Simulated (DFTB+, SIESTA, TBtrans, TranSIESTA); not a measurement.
**Transport through 1,2-ethanedithiolate between two C chains**

Aim: how much does the transmission of 1,2-ethanedithiolate between two C chains hang on the level of theory, and what does each level cost? The current runs along the third cell vector; the first and last atoms are layers of the leads.

Calculated with SIESTA 5.4.2, TranSIESTA 5.4.2, TBtrans 5.4.2, DFTB+ 25.1 with libNEGF and DFTB+ 25.1; PBE, numerical atomic orbitals (DZP), PseudoDojo norm-conserving files converted to PSML; other levels are named step by step, in the first sound run; inputs show where later runs differ.

This is a report of a sequence of runs, with most program output left out.

## Step 1: The starting structure

The cell holds 24 atoms: 18 C, 2 S and 4 H. Cell: a = 9.386 Å, b = 9.000 Å, c = 26.162 Å, α = 90.0°, β = 90.0°, γ = 90.0°. Regions: left electrode layer, 6 atoms (6 C); scattering region, 12 atoms (6 C, 2 S and 4 H); right electrode layer, 6 atoms (6 C). Vacuum lies along a and b. The structure's axis is c.

As a file:

```xyz
24
Lattice="9.3863 0.0000 0.0000 0.0000 9.0000 0.0000 0.0000 0.0000 26.1619" Properties=species:S:1:pos:R:3
C     4.6931    4.5000    0.6400
C     4.6931    4.5000    1.9200
C     4.6931    4.5000    3.2000
C     4.6931    4.5000    4.4800
C     4.6931    4.5000    5.7600
C     4.6931    4.5000    7.0400
C     4.6931    4.5000    8.3200
C     4.6931    4.5000    9.6000
S     5.3339    5.1768   11.0812
H     5.6912    3.4030   12.6520
C     5.3767    4.4475   12.7480
H     3.2500    4.0170   12.8347
H     6.1363    4.9830   13.3272
C     4.0096    4.5525   13.4139
H     3.6951    5.5970   13.5099
S     4.0524    3.8232   15.0807
C     4.6931    4.5000   16.5619
C     4.6931    4.5000   17.8419
C     4.6931    4.5000   19.1219
C     4.6931    4.5000   20.4019
C     4.6931    4.5000   21.6819
C     4.6931    4.5000   22.9619
C     4.6931    4.5000   24.2419
C     4.6931    4.5000   25.5219
```

## Step 2: Bulk run of the lead

First the electrode alone: a periodic run of one principal layer, saved for the self-energies. Its Fermi level is the reference for all that follows.

The input, ELEC.fdf:

```
SystemLabel ELEC
NumberOfAtoms 6
NumberOfSpecies 3
%block ChemicalSpeciesLabel
  1 6 C
  2 16 S
  3 1 H
%endblock ChemicalSpeciesLabel
LatticeConstant 1.0 Ang
%block LatticeVectors
  9.386265 0.000000 0.000000
  0.000000 9.000000 0.000000
  0.000000 0.000000 7.680000
%endblock LatticeVectors
AtomicCoordinatesFormat Ang
%block AtomicCoordinatesAndAtomicSpecies
  4.693132 4.500000 0.640000 1
  4.693132 4.500000 1.920000 1
  4.693132 4.500000 3.200000 1
  4.693132 4.500000 4.480000 1
  4.693132 4.500000 5.760000 1
  4.693132 4.500000 7.040000 1
%endblock AtomicCoordinatesAndAtomicSpecies
XC.Functional GGA
XC.Authors PBE
PAO.BasisSize DZP
PAO.EnergyShift 0.01 Ry
PAO.SplitNorm 0.15
Mesh.Cutoff 250 Ry
ElectronicTemperature 300 K
Spin non-polarized
MaxSCFIterations 200
SCF.MustConverge true
SCF.DM.Tolerance 0.0001
SCF.H.Tolerance 0.001 eV
SCF.Mixer.Method Pulay
SCF.Mixer.Weight 0.1
SCF.Mixer.History 10
WriteMullikenPop 1
%block kgrid.MonkhorstPack
  1 0 0 0.0
  0 1 0 0.0
  0 0 40 0.0
%endblock kgrid.MonkhorstPack
Diag.ParallelOverK true
TS.HS.Save true
```

On the command line:

```sh
OMP_NUM_THREADS=1 siesta ELEC.fdf > dzp.lead.out
```

Wall time 16 s (1 MPI rank of Intel Xeon Platinum 8259CL at 2.50GHz (Skylake/Cascade Lake), shared host); peak memory 0.26 GiB.

Numbers from this step:

| Property | Result |
| --- | --- |
| free energy | -974.2668 eV |
| Fermi energy | -4.844 eV |
| orbitals | 78 |
| largest coupling past the next principal layer | 0 eV |

SIESTA lists orbital radii in bohr. The longest on the lead's atoms, 5.44 bohr, is 2.88 Å, so two such orbitals overlap up to 5.75 Å; the nearest atoms of layers two apart are 8.96 Å apart. The projectors of the pseudopotentials let the Hamiltonian reach a little farther than the overlap.

A principal layer may touch only the next one. The stored Hamiltonian has no element past the next layer.

## Step 3: The junction at zero bias, case PBE, DZP

This step: PBE, numerical atomic orbitals (DZP), PseudoDojo norm-conserving files converted to PSML; open system by non-equilibrium Green functions (TranSIESTA 5.4.2).

The scattering region is made self-consistent with the leads attached; the density comes from a contour in the complex plane, and the charge is free to flow in or out.

The input, DEV.fdf:

```
SystemLabel DEV
NumberOfAtoms 24
NumberOfSpecies 3
%block ChemicalSpeciesLabel
  1 6 C
  2 16 S
  3 1 H
%endblock ChemicalSpeciesLabel
LatticeConstant 1.0 Ang
%block LatticeVectors
  9.386265 0.000000 0.000000
  0.000000 9.000000 0.000000
  0.000000 0.000000 26.161873
%endblock LatticeVectors
AtomicCoordinatesFormat Ang
%block AtomicCoordinatesAndAtomicSpecies
  4.693132 4.500000 0.640000 1
  4.693132 4.500000 1.920000 1
  4.693132 4.500000 3.200000 1
  4.693132 4.500000 4.480000 1
  4.693132 4.500000 5.760000 1
  4.693132 4.500000 7.040000 1
  4.693132 4.500000 8.320000 1
  4.693132 4.500000 9.600000 1
  5.333910 5.176801 11.081163 2
  5.691172 3.402972 12.652017 3
  5.376667 4.447527 12.747959 1
  3.250000 4.016978 12.834705 3
  6.136265 4.983032 13.327167 3
  4.009599 4.552480 13.413914 1
  3.695095 5.597035 13.509857 3
  4.052355 3.823202 15.080708 2
  4.693132 4.500000 16.561873 1
  4.693132 4.500000 17.841873 1
  4.693132 4.500000 19.121873 1
  4.693132 4.500000 20.401873 1
  4.693132 4.500000 21.681873 1
  4.693132 4.500000 22.961873 1
  4.693132 4.500000 24.241873 1
  4.693132 4.500000 25.521873 1
%endblock AtomicCoordinatesAndAtomicSpecies
XC.Functional GGA
XC.Authors PBE
PAO.BasisSize DZP
PAO.EnergyShift 0.01 Ry
PAO.SplitNorm 0.15
Mesh.Cutoff 250 Ry
ElectronicTemperature 300 K
Spin non-polarized
MaxSCFIterations 200
SCF.MustConverge true
SCF.DM.Tolerance 0.002
SCF.H.Tolerance 0.03 eV
TS.SCF.DM.Tolerance 0.0001
TS.SCF.H.Tolerance 2.205e-04 Ry
SCF.Mixer.Method Pulay
SCF.Mixer.Weight 0.1
SCF.Mixer.History 10
WriteMullikenPop 1
%block kgrid.MonkhorstPack
  1 0 0 0.0
  0 1 0 0.0
  0 0 6 0.0
%endblock kgrid.MonkhorstPack
%block TS.Elecs
  Left
  Right
%endblock TS.Elecs
%block TS.Elec.Left
  HS ELEC.TSHS
  chemical-potential Left
  semi-inf-direction -A3
  electrode-position 1
  bulk true
  Eta 0.0001 eV
  Out-of-core true
  tbt.Out-of-core false
%endblock TS.Elec.Left
%block TS.Elec.Right
  HS ELEC.TSHS
  chemical-potential Right
  semi-inf-direction +A3
  electrode-position end -1
  bulk true
  Eta 0.0001 eV
  Out-of-core true
  tbt.Out-of-core false
%endblock TS.Elec.Right
%block TS.ChemPots
  Left
  Right
%endblock TS.ChemPots
%block TS.ChemPot.Left
  mu V/2
  contour.eq
    begin
      C-Left
      T-Left
    end
%endblock TS.ChemPot.Left
%block TS.Contour.C-Left
  part circle
  from -40.0 eV + V/2 to -10 kT + V/2
  points 25
  method g-legendre
%endblock TS.Contour.C-Left
%block TS.Contour.T-Left
  part tail
  from prev to inf
  points 10
  method g-fermi
%endblock TS.Contour.T-Left
%block TS.ChemPot.Right
  mu -V/2
  contour.eq
    begin
      C-Right
      T-Right
    end
%endblock TS.ChemPot.Right
%block TS.Contour.C-Right
  part circle
  from -40.0 eV - V/2 to -10 kT - V/2
  points 25
  method g-legendre
%endblock TS.Contour.C-Right
%block TS.Contour.T-Right
  part tail
  from prev to inf
  points 10
  method g-fermi
%endblock TS.Contour.T-Right
TS.Elecs.Neglect.Principal true
TS.Contours.Eq.Pole 2.5 eV
%block TS.Contours.nEq
  neq
%endblock TS.Contours.nEq
%block TS.Contour.nEq.neq
  part line
  from -|V|/2 - 5 kT to |V|/2 + 5 kT
  delta 0.02 eV
  method mid-rule
%endblock TS.Contour.nEq.neq
Diag.ParallelOverK true
SaveElectrostaticPotential true
DM.UseSaveDM true
SolutionMethod transiesta
TS.Voltage 0 eV
TS.SCF.dQ.Converge false
TS.Contours.nEq.Eta 0.005 eV
```

On the command line:

```sh
OMP_NUM_THREADS=1 siesta DEV.fdf > dzp.scf0.out
```

The job ended after 1.7 min (1 MPI rank; peak memory 0.47 GiB).

This step gave:

| Property | Result |
| --- | --- |
| orbitals | 280 |
| excess charge of the open region | 0.0112 e |

The open region is not held to a fixed charge; it ends 0.011 electron over neutrality, which is small. The largest force on an atom between the electrode layers and over 3 Å from them is 3.2 eV/Å, so this geometry lies far from its minimum at this level.

## Step 4: Transmission at zero bias, case PBE, DZP

This step: PBE, numerical atomic orbitals (DZP), PseudoDojo norm-conserving files converted to PSML; open system by non-equilibrium Green functions (TBtrans 5.4.2).

T(E) comes from the Green function of the saved Hamiltonian with both leads attached, energy by energy.

The input, TBT.fdf:

```
TS.Voltage 0 eV
%block TBT.k
  1 0 0 0.0
  0 1 0 0.0
  0 0 1 0.0
%endblock TBT.k
%block TBT.Contour.line
  from -2.0125 eV to 2.0125 eV
  delta 0.025 eV
  method mid-rule
%endblock TBT.Contour.line
TBT.T.Bulk true
TBT.DOS.Gf true
TBT.T.Eig 3
TBT.Elecs.Eta 0.0001 eV
TBT.DOS.A true
TBT.Current.Orb true
%include DEV.fdf
```

On the command line:

```sh
OMP_NUM_THREADS=1 tbtrans TBT.fdf > dzp.tbt0.out
```

Elapsed: 13 s, on 1 MPI rank; peak memory 0.18 GiB.

Numbers from this step:

```yaml
transmission_at_the_fermi_level: 0.06868
open_channels_of_the_lead: 2.000
conductance: 0.06873 G₀
thermopower: 5.809 μV/K
```

One spin. Table of transmission by energy, zero at the Fermi level:

energy (eV), transmission and a bar:
```
   -2.000      0.321 ##############################
   -1.800      0.284 ##########################
   -1.600      0.247 #######################
   -1.400      0.213 ###################
   -1.200      0.182 ################
   -1.000      0.154 #############
   -0.800      0.131 ###########
   -0.600      0.111 #########
   -0.400      0.095 #######
   -0.200      0.081 ######
    0.000      0.069 #####
    0.200      0.059 ####
    0.400      0.050 ###
    0.600      0.043 ##
    0.800      0.037 #
    1.000      0.032 #
    1.200      0.028 
    1.400      0.024 
    1.600      0.023 
    1.800      0.028 
    2.000      0.057 ###
```

Mulliken DOS an atom, one spin over height of the atomic layer and energy from the Fermi level.

Ten even steps from '_' (0.006 states/eV) to '@' (0.260 states/eV), each cell a mean:
```
::**==____==**::
::**--____--**::
..++::____::++..
..**::____::**..
..**::____::**..
__**::____::**__
__**::____::**__
__**::____::**__
__**::____::**__
__**::____::**__
__**--____--**__
__**--____--**__
..**--____--**..
..**==____==**..
::**==____==**::
::**++____++**::
--**++____++**--
--++**____**++--
==++##____##++==
==++%%____%%++==
++==@@____@@==++
++==@@____@@==++
```
Columns: height of the atomic layer (Å) from 8.32 to 17.8 (not evenly spaced); rows upwards: energy from the Fermi level (eV) from -2 to 2.

One spin. The open channels of the lead stays at 2.00 for energy from -2 to 2 eV.

One spin; device region. Density of states, device against energy, zero at the Fermi level; read off at these points:

energy (eV), density of states, device (states/eV) and a bar from the least value:
```
     -2.0       1.14 ##############################
     -1.9       1.11 #############################
     -1.8       1.09 ###########################
     -1.7       1.06 ##########################
     -1.6       1.03 ########################
     -1.5       1.00 #######################
     -1.4       0.97 #####################
     -1.3       0.94 ####################
     -1.2       0.91 ##################
     -1.1       0.88 ################
     -1.0       0.85 ###############
     -0.9       0.82 ##############
     -0.8       0.80 ############
     -0.7       0.77 ###########
     -0.6       0.75 ##########
     -0.5       0.72 ########
     -0.4       0.70 #######
     -0.3       0.68 ######
     -0.2       0.67 #####
     -0.1       0.65 ####
      0.0       0.63 ####
      0.1       0.62 ###
      0.2       0.61 ##
      0.3       0.60 ##
      0.4       0.59 #
      0.5       0.58 #
      0.6       0.57 #
      0.7       0.57 
      0.8       0.56 
      0.9       0.56 
      1.0       0.56 
      1.1       0.56 
      1.2       0.57 
      1.3       0.58 #
      1.4       0.59 #
      1.5       0.60 ##
      1.6       0.62 ###
      1.7       0.66 #####
      1.8       0.71 #######
      1.9       0.79 ############
      2.0       0.93 ###################
```

The eigenchannel transmission by energy, zero at the Fermi level:

```tsv
energy (eV)	channel 1	channel 2
-2.000	0.303	0.0174
-1.900	0.285	0.0170
-1.800	0.267	0.0166
-1.700	0.249	0.0161
-1.600	0.231	0.0156
-1.500	0.214	0.0150
-1.400	0.198	0.0145
-1.300	0.183	0.0140
-1.200	0.168	0.0135
-1.100	0.155	0.0130
-1.000	0.142	0.0126
-0.900	0.130	0.0122
-0.800	0.119	0.0118
-0.700	0.109	0.0114
-0.600	0.100	0.0111
-0.500	0.0918	0.0108
-0.400	0.0841	0.0105
-0.300	0.0770	0.0103
-0.200	0.0704	0.0101
-0.100	0.0644	0.00994
0.000	0.0589	0.00980
0.100	0.0538	0.00970
0.200	0.0491	0.00962
0.300	0.0447	0.00957
0.400	0.0406	0.00956
0.500	0.0369	0.00959
0.600	0.0334	0.00966
0.700	0.0301	0.00978
0.800	0.0270	0.00995
0.900	0.0240	0.0102
1.000	0.0213	0.0105
1.100	0.0186	0.0109
1.200	0.0160	0.0115
1.300	0.0136	0.0122
1.400	0.0132	0.0112
1.500	0.0146	0.00888
1.600	0.0167	0.00667
1.700	0.0199	0.00461
1.800	0.0253	0.00279
1.900	0.0353	0.00134
2.000	0.0565	4.2e-4
```

The conductance is 0.0687 G0. The largest eigenchannels at the Fermi level pass 0.059 and 0.0098. The thermopower is positive, since T(E) falls through the Fermi level. By hand: With G0 = 2e²/h = 77.48 µS, G = 0.0687 × 77.48 µS = 5.33 µS, a resistance of 188 kΩ. Mott's formula S = −(π²k²T/3e) d ln T/dE has the factor 7.33 µV/K × eV at 300 K; T(−0.05 eV) = 0.07146 and T(+0.05 eV) = 0.06602 give a slope of -0.792 per eV and S ≈ 5.81 µV/K, against 5.81 from the full integral. The shot noise follows from the channels: F = ΣT(1 − T)/ΣT = 0.0651 / 0.0687 = 0.95.

## Step 5: Self-consistent junction, 0 V, case basis SZ

This step: PBE, numerical atomic orbitals (SZ), PseudoDojo norm-conserving files converted to PSML; open system by non-equilibrium Green functions (TranSIESTA 5.4.2).

Changed here: basis SZ. A smaller basis is cheaper as a rule and a larger one more complete; the conductance shows what that is worth. The electrode was run again at this level first.

Changes to DEV.fdf since step 3:

```diff
@@ -43,3 +43,3 @@
 XC.Authors PBE
-PAO.BasisSize DZP
+PAO.BasisSize SZ
 PAO.EnergyShift 0.01 Ry
```

On the command line:

```sh
OMP_NUM_THREADS=1 siesta DEV.fdf > szp.scf0.out
```

Wall time 60 s (1 MPI rank); peak memory 0.39 GiB.

Numbers from this step:

| Item | Value |
| --- | --- |
| orbitals | 84 |
| excess charge of the open region | 0.0197 e |

The open region is not held to a fixed charge; it ends 0.020 electron over neutrality, which is small. The largest force on an atom between the electrode layers and over 3 Å from them is 5.4 eV/Å, so this geometry lies far from its minimum at this level.

## Step 6: Transmission at zero bias, case basis SZ

This step: PBE, numerical atomic orbitals (SZ), PseudoDojo norm-conserving files converted to PSML; open system by non-equilibrium Green functions (TBtrans 5.4.2).

TBT.fdf is that of step 4.

On the command line:

```sh
OMP_NUM_THREADS=1 tbtrans TBT.fdf > szp.tbt0.out
```

Wall time 1.7 s (1 MPI rank); peak memory 0.18 GiB.

One spin. Transmission against energy, zero at the Fermi level:

```tsv
energy (eV)	transmission
-2.000	0.322
-1.900	0.302
-1.800	0.282
-1.700	0.262
-1.600	0.242
-1.500	0.223
-1.400	0.206
-1.300	0.189
-1.200	0.174
-1.100	0.159
-1.000	0.146
-0.900	0.134
-0.800	0.123
-0.700	0.113
-0.600	0.103
-0.500	0.0945
-0.400	0.0865
-0.300	0.0791
-0.200	0.0723
-0.100	0.0659
0.000	0.0601
0.100	0.0546
0.200	0.0495
0.300	0.0448
0.400	0.0404
0.500	0.0363
0.600	0.0324
0.700	0.0288
0.800	0.0255
0.900	0.0224
1.000	0.0194
1.100	0.0167
1.200	0.0142
1.300	0.0119
1.400	0.00974
1.500	0.00784
1.600	0.00617
1.700	0.00476
1.800	0.00364
1.900	0.00284
2.000	0.00237
```

The conductance is 0.0601 G0, 13 % under that of the case PBE, DZP. The largest eigenchannels at the Fermi level pass 0.056 and 0.0041. The thermopower is positive, since T(E) falls through the Fermi level.

## Step 7: The source contact

This step: DFTB with the mio-1-1 Slater-Koster set, self-consistent charges, non-equilibrium Green functions with a Poisson solver (DFTB+ 25.1 with libNEGF).

Changed here: DFTB, mio. A cheaper Hamiltonian on the same geometry shows what the approximation costs. DFTB+ wants the junction with two more principal layers on either side as contacts, as in geo.gen. Each contact's Hamiltonian, charges and Fermi level come from a bulk run of its two layers; for a wire the k-points stand on the first axis by the program's rule. The drain runs alike.

The input, dftb_in.hsd:

```
Geometry = GenFormat {
  <<< "geo.gen"
}
Transport {
  Device {
    AtomRange = 1 24
    FirstLayerAtoms = 1 7 19
  }
  Contact {
    Id = "source"
    AtomRange = 25 36
  }
  Contact {
    Id = "drain"
    AtomRange = 37 48
  }
  Task = ContactHamiltonian {
    ContactId = "source"
  }
}
Hamiltonian = DFTB {
  SCC = Yes
  SccTolerance = 1e-05
  MaxSccIterations = 250
  Mixer = Broyden {
    MixingParameter = 0.05
  }
  SlaterKosterFiles = Type2FileNames {
    Prefix = "skf/"
    Separator = "-"
    Suffix = ".skf"
  }
  MaxAngularMomentum {
    C = "p"
    S = "d"
    H = "s"
  }
  TruncateSKRange = {
    SKMaxDistance [Angstrom] = 5.76
    HardCutoff = Yes
  }
  Filling = Fermi {
    Temperature [K] = 300
  }
  KPointsAndWeights = SupercellFolding {
    24 0 0
    0 1 0
    0 0 1
    0.5 0.0 0.0
  }
}
ParserOptions {
  ParserVersion = 14
}
```

The input, geo.gen:

```
48 C
  C S H
   1 1     4.693132     4.500000     0.640000
   2 1     4.693132     4.500000     1.920000
   3 1     4.693132     4.500000     3.200000
   4 1     4.693132     4.500000     4.480000
   5 1     4.693132     4.500000     5.760000
   6 1     4.693132     4.500000     7.040000
   7 1     4.693132     4.500000     8.320000
   8 1     4.693132     4.500000     9.600000
   9 2     5.333910     5.176801    11.081163
  10 3     5.691172     3.402972    12.652017
  11 1     5.376667     4.447527    12.747959
  12 3     3.250000     4.016978    12.834705
  13 3     6.136265     4.983032    13.327167
  14 1     4.009599     4.552480    13.413914
  15 3     3.695095     5.597035    13.509857
  16 2     4.052355     3.823202    15.080708
  17 1     4.693132     4.500000    16.561873
  18 1     4.693132     4.500000    17.841873
  19 1     4.693132     4.500000    19.121873
  20 1     4.693132     4.500000    20.401873
  21 1     4.693132     4.500000    21.681873
  22 1     4.693132     4.500000    22.961873
  23 1     4.693132     4.500000    24.241873
  24 1     4.693132     4.500000    25.521873
  25 1     4.693132     4.500000    -7.040000
  26 1     4.693132     4.500000    -5.760000
  27 1     4.693132     4.500000    -4.480000
  28 1     4.693132     4.500000    -3.200000
  29 1     4.693132     4.500000    -1.920000
  30 1     4.693132     4.500000    -0.640000
  31 1     4.693132     4.500000   -14.720000
  32 1     4.693132     4.500000   -13.440000
  33 1     4.693132     4.500000   -12.160000
  34 1     4.693132     4.500000   -10.880000
  35 1     4.693132     4.500000    -9.600000
  36 1     4.693132     4.500000    -8.320000
  37 1     4.693132     4.500000    26.801873
  38 1     4.693132     4.500000    28.081873
  39 1     4.693132     4.500000    29.361873
  40 1     4.693132     4.500000    30.641873
  41 1     4.693132     4.500000    31.921873
  42 1     4.693132     4.500000    33.201873
  43 1     4.693132     4.500000    34.481873
  44 1     4.693132     4.500000    35.761873
  45 1     4.693132     4.500000    37.041873
  46 1     4.693132     4.500000    38.321873
  47 1     4.693132     4.500000    39.601873
  48 1     4.693132     4.500000    40.881873
```

On the command line:

```sh
OMP_NUM_THREADS=1 dftb+ > mio11.source.out
```

Elapsed: 0.15 s, on 1 thread; peak memory 0.18 GiB.

This step gave:

| Quantity | Value |
| --- | --- |
| Fermi energy | -4.966 eV |

[end of part 1 of 2]

[Logs are printed without paths, hosts, clocks, repeated set-up lines and the standing remarks that a program may print on its own settings, such as how far it seeks lower states.]

[Hosts, paths, dates, database ids (printed as entryN), source tags and the programs' standing remarks are cut or masked in the printed files.]
